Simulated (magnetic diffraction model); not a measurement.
# Yb₂Sb₂S₇Cl₂: the ordered moment from one line

Space group C2/m (no. 12), a = 18.3680 Å, b = 4.6160 Å, c = 8.3070 Å, β = 113.95°.

| site | atom | x | y | z |
| --- | --- | --- | --- | --- |
| 4i | Yb | 0.3074 | 0 | 0.8362 |
| 4i | Sb | 0.4628 | 1/2 | 0.1987 |
| 4i | Cl | 0.1746 | 1/2 | 0.5587 |
| 4i | S | 0.3234 | 1/2 | 0.0633 |
| 4i | S | 0.4183 | 1/2 | 0.8456 |
| 2c | S | 0 | 0 | 1/2 |
| 4i | S | 0.4529 | 0 | 0.1646 |

The compound is invented for this exercise: a known structure type with other elements, its cell scaled to their sizes and not relaxed.

Only Yb is taken to order (form factors of Yb3+); orders and moment sizes are assumed, and not adapted to the symmetry. Radiation: neutrons of λ = 1.8 Å, 8° to 40°; isotropic B of 0.12 Å² (Yb), 0.12 Å² (Sb), 0.24 Å² (Cl) and 0.21 Å² (S). Simulated constant-wavelength pattern: nuclear and magnetic terms add, the magnetic one as |2.695 fm × Σ f S⊥ exp(2πi Q·r) exp(−B s²)|², summed over all Q at one angle with the factor 1/(sin²θ cos θ). For collinear order S is the moment m, which repeats by lattice and centring translations R with the sign exp(−2πi k·R). Free-ion form factors, Sears's scattering lengths of 1992, no absorption; a label names one of the reflections at its angle. The strongest nuclear line in the range is 100, and lines under 0.2 are left out.

In a first state the assumed order is k = (1 0 0), collinear moments along [101], 2.6 μB on Yb; signs + at (0.3074, 0, 0.8362), + at (0.1926, 1/2, 0.1638), with this pattern:

```csv
2θ (°),index,nuclear,magnetic
12.31,(2 0 0),23.9,0.0
12.46,(1 0 -1),0.0,0.9
13.62,(0 0 1),5.9,0.0
14.18,(2 0 -1),3.0,0.0
17.09,(1 0 1),0.0,4.2
17.99,(3 0 -1),0.0,1.8
22.90,(4 0 -1),11.8,0.0
23.33,(1 1 0),0.3,0.0
24.77,(4 0 0),0.8,0.0
25.06,(2 0 -2),3.7,0.0
25.52,(1 0 -2),0.0,3.3
25.71,(2 1 0),0.0,4.1
25.79,(1 1 -1),4.3,0.0
26.14,(3 0 -2),0.0,5.6
26.38,(0 1 1),0.0,8.0
26.68,(2 1 -1),0.0,10.3
```
(The table stops after 16 lines; 30 more lie at higher angle.)

**Question.** Nearer the ordering temperature the line at 26.68° has total intensity 0.9 on the same scale, and all moments have shrunk alike. How large is the Yb moment?

The nuclear part, 0.0, stays, so the magnetic part is 0.9 against 10.3. It goes as m², so m = 2.6 × √(0.9/10.3) = 0.77 μB; the value used was 0.78 μB.

[Logs are printed without paths, hosts, clocks, repeated set-up lines and the standing remarks that a program may print on its own settings, such as how far it seeks lower states.]
